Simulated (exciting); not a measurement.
TiNCl, space group Pmmn, Ti L₂,₃ edge of atom 1, with 4 N at 2.01 Å and 2 Cl at 2.42 Å (distorted octahedral, site symmetry mm2); the tensor is averaged over the atoms equivalent by symmetry. Method: exciting, all-electron LAPW+lo, LDA, spinor conduction states, exchange and screened direct term (singlet BSE), 2×2×1 shifted k points, 26 conduction spinor bands, |G+q| up to 4 bohr⁻¹ (4.3 in the exchange term), full RPA screening with nempty = 75, Lorentzian half width 0.25 eV.

```xyz
6
Lattice="3.2580 0.0000 0.0000 0.0000 3.9370 0.0000 0.0000 0.0000 7.8030" Properties=species:S:1:pos:R:3 pbc="T T T"
Ti    1.6290    0.0000    7.0227
Ti    0.0000    1.9685    0.7803
Cl    0.0000    0.0000    5.2280
Cl    1.6290    1.9685    2.5750
N     0.0000    0.0000    0.3901
N     1.6290    1.9685    7.4128
```

Energy from the Kohn–Sham onset, core level to the lowest empty state found on the meshes used; scaled to the maximum of the polarisation mean:

```
E (eV)  curve 1  curve 2  curve 3
 -4.25     0.02     0.01     0.01
 -4.00     0.02     0.02     0.02
 -3.75     0.02     0.02     0.02
 -3.50     0.03     0.02     0.02
 -3.25     0.03     0.03     0.03
 -3.00     0.04     0.04     0.04
 -2.75     0.06     0.05     0.05
 -2.50     0.08     0.08     0.08
 -2.25     0.14     0.14     0.14
 -2.00     0.28     0.26     0.28
 -1.75     0.60     0.56     0.59
 -1.50     0.93     0.94     0.66
 -1.25     0.48     0.48     0.31
 -1.00     0.29     0.25     0.21
 -0.75     0.32     0.22     0.26
 -0.50     0.60     0.30     0.46
 -0.25     0.88     0.60     0.73
  0.00     0.69     0.72     0.85
  0.25     0.45     0.44     0.64
  0.50     0.30     0.28     0.37
  0.75     0.24     0.23     0.28
  1.00     0.23     0.24     0.26
  1.25     0.28     0.28     0.33
  1.50     0.29     0.28     0.37
  1.75     0.23     0.44     0.34
  2.00     0.16     0.56     0.25
  2.25     0.10     0.26     0.13
  2.50     0.08     0.14     0.09
  2.75     0.08     0.11     0.09
  3.00     0.10     0.11     0.10
  3.25     0.12     0.13     0.12
  3.50     0.20     0.19     0.19
  3.75     0.41     0.39     0.40
  4.00     0.94     0.90     0.85
  4.25     0.79     0.90     0.60
  4.50     0.38     0.43     0.29
  4.75     0.26     0.24     0.22
  5.00     0.32     0.21     0.28
  5.25     0.59     0.31     0.52
  5.50     0.57     0.58     0.69
  5.75     0.38     0.47     0.56
  6.00     0.25     0.27     0.34
  6.25     0.18     0.18     0.21
  6.50     0.16     0.16     0.18
  6.75     0.17     0.19     0.18
  7.00     0.22     0.23     0.23
  7.25     0.23     0.23     0.24
  7.50     0.18     0.37     0.24
```

Question: The curves are the diagonal elements of Im ε for ε ∥ a, ∥ b and ∥ c. Which is which?

Curve 1: ε ∥ c, maxima -1.6 eV (0.94), -0.2 eV (0.88) and 4.1 eV (1.05); 3 lower ones aren't listed. Curve 2: ε ∥ b, maxima -1.5 eV (0.94), -0.1 eV (0.78) and 4.1 eV (1.06); 2 lower ones aren't listed. Curve 3: ε ∥ a, maxima -1.6 eV (0.75), 0.0 eV (0.86) and 4.1 eV (0.89); 3 lower ones aren't listed.

[Banner, clock and machine lines of the logs are left out without a mark of their own.]

[Logs are printed without paths, hosts, clocks, repeated set-up lines and the standing remarks that a program may print on its own settings, such as how far it seeks lower states.]

[Hosts, paths, dates, database ids (printed as entryN), source tags and the programs' standing remarks are cut or masked in the printed files.]
